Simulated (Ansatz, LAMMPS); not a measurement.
# Compressing and expanding Zn23Cd16S39 with crystalline order left by the classical run (78 atoms): runs compared

How stiff is Zn23Cd16S39 with crystalline order left by the classical run (78 atoms), and how do its levels respond to strain?

Computed with Ansatz 0.2.0: Kohn-Sham DFT, PBE, PAW (set soft_1), plane waves; PAW set soft_1.

## Step 1: The cell

The cell holds 78 atoms: 23 Zn, 16 Cd and 39 S. Cell: a = 12.226 Å, b = 12.226 Å, c = 12.226 Å, α = 90.0°, β = 90.0°, γ = 90.0°. 78 atoms (23 Zn, 16 Cd, 39 S) placed at random at 4.14 g/cm³, melted at 2500 K for 10 ps at fixed volume with the Stillinger-Weber II-VI potential (Zhou et al., Phys. Rev. B 88, 085309 (2013)). Quenched from 2500 K to 500 K at 5 K/ps and fixed volume, held 5 ps.

What the set-up can't give: The quench rate of 5 K/ps is orders of magnitude faster than experiment, which tends to freeze in extra defects. The starting topology of bonds comes from the classical model, and needn't be the one that DFT or experiment would give. The Brillouin zone is sampled at Γ only.

## Step 2: The reference run

The reference is a single point at the end of the relaxation.

Every strained cell starts from the geometry of this run, and its atoms are relaxed with the cell held.

Its input, with most atom lines left out:

```yaml
crystal:
  lattice:
    - [12.32858, -0.91556, -0.97402]
    - [-0.91556, 12.72055, 0.9583]
    - [-0.97402, 0.9583, 12.02103]
  atoms:
    - { symbol: Zn, position: [0.74941, 0.57117, 0.0471] }
    - { symbol: Zn, position: [0.28645, 0.55116, 0.29936] }
    - { symbol: Zn, position: [0.92755, 0.07401, 0.99887] }
    - { symbol: Zn, position: [0.9291, 0.0723, 0.31803] }
    - { symbol: Zn, position: [0.52795, 0.71222, 0.14938] }
    - { symbol: Zn, position: [0.6335, 0.96724, 0.28705] }
    - { symbol: Zn, position: [0.28215, 0.55325, 0.97525] }
    [... atom lines 8 to 78 left out ...]
kpoints:
  mp_grid: { grid: [1, 1, 1] }
hamiltonian:
  xc: pbe
  pseudopotentials: { kind: paw, azcp: { folder: soft_1 } }
scf:
  occupations: { method: gaussian, width: 0.05 }
output:
  forces: true
  stress: true
  populations: intrinsic
  dos:
    method: { smearing: { sigma: 0.08 } }
    de: 0.1
    projected: { site_lists: { Cd: [Cd], S: [S], Zn: [Zn] } }
  eigenvalues: true
  write_density: true
  write_potential: true
  volumetric_format: npy
  elf: true
```

* free energy per atom: -3123.6141 eV/atom
* r.m.s. force component: 0.0057 eV/Å
* pressure: 0.009836 GPa

Filled and empty levels are parted by 1.13 eV (at Γ alone); a semilocal functional tends to put such gaps too low. In a disordered cell it changes from sample to sample, and tail or defect levels can set it.

## Step 3: The runs

Each row is one run, on 4 threads of Arm Neoverse V2, shared host. The free energy is the program's total, comparable only between runs with the same functional and atoms.

```tsv
run	atoms	outcome	relaxation steps	free energy (eV)	time	host memory (GiB)
Single point at the start	78	converged	-	-243628.400	49 s	2.8
Cell and atoms relaxed	78	converged	12	-243641.898	7.3 min	2.9
Single point at the relaxed geometry	78	converged	-	-243641.898	49 s	2.8
Volume -3 %	78	converged	3	-243641.646	91 s	2.7
Volume +3 %	78	converged	3	-243641.678	1.7 min	2.9
Volume -6 %	78	converged	3	-243640.845	82 s	2.7
Volume +6 %	78	converged	4	-243641.054	2 min	2.9
Volume -10 %	78	converged	13	-243638.880	5 min	2.6
```

In some runs the program notes that the SCF threshold is loose for the stress.

## Step 4: Pressure against volume

Atoms are relaxed at each volume, in the scaled cell.

```tsv
volume change (%)	volume (Å³/atom)	energy change (meV/atom)	pressure (GPa)	largest move on relaxing (Å)	bonds	gap (eV)
-10	21.386	38.69	5.42	1.05	151	0.959
-6	22.337	13.50	3.17	0.18	150	1.15
-3	23.049	3.24	1.48	0.09	150	1.16
+0	23.762	0.00	0.01	-	150	1.13
+3	24.475	2.82	-1.26	0.08	150	1.08
+6	25.188	10.82	-2.31	0.17	150	1.05
```

## Step 5: Outcome

The bulk modulus, from the slope of pressure against ln V over the three points nearest the relaxed volume, is 45.7 GPa; between neighbouring points the slope runs 52, 54, 48, 43 and 36 GPa from the smallest volume up, not steadily, so no pressure derivative is given. The count of bonds runs from 150 to 151 over the series, so at some points contacts cross the cutoffs. At -10 % some atom moved by over 0.5 Å on relaxing, so those points may sit in another local minimum. The gap stays between 0.959 and 1.16 eV with no steady trend.

Caveats: Strains are finite and relaxations stop at the force tolerance of the input, which can leave moduli too stiff; they are those of a static cell at zero temperature. Volumes are changed with the cell's shape held, so in an anisotropic solid the modulus lies over the one under free hydrostatic load. The program notes that the SCF threshold of the relaxations is loose for the stress.

The DFT runs together took 20 min of wall time.

[Long decimals in the printed logs are rounded to 6 places.]

[Logs are printed without paths, hosts, clocks, repeated set-up lines and the standing remarks that a program may print on its own settings, such as how far it seeks lower states.]

[Hosts, paths, dates, database ids (printed as entryN), source tags and the programs' standing remarks are cut or masked in the printed files.]
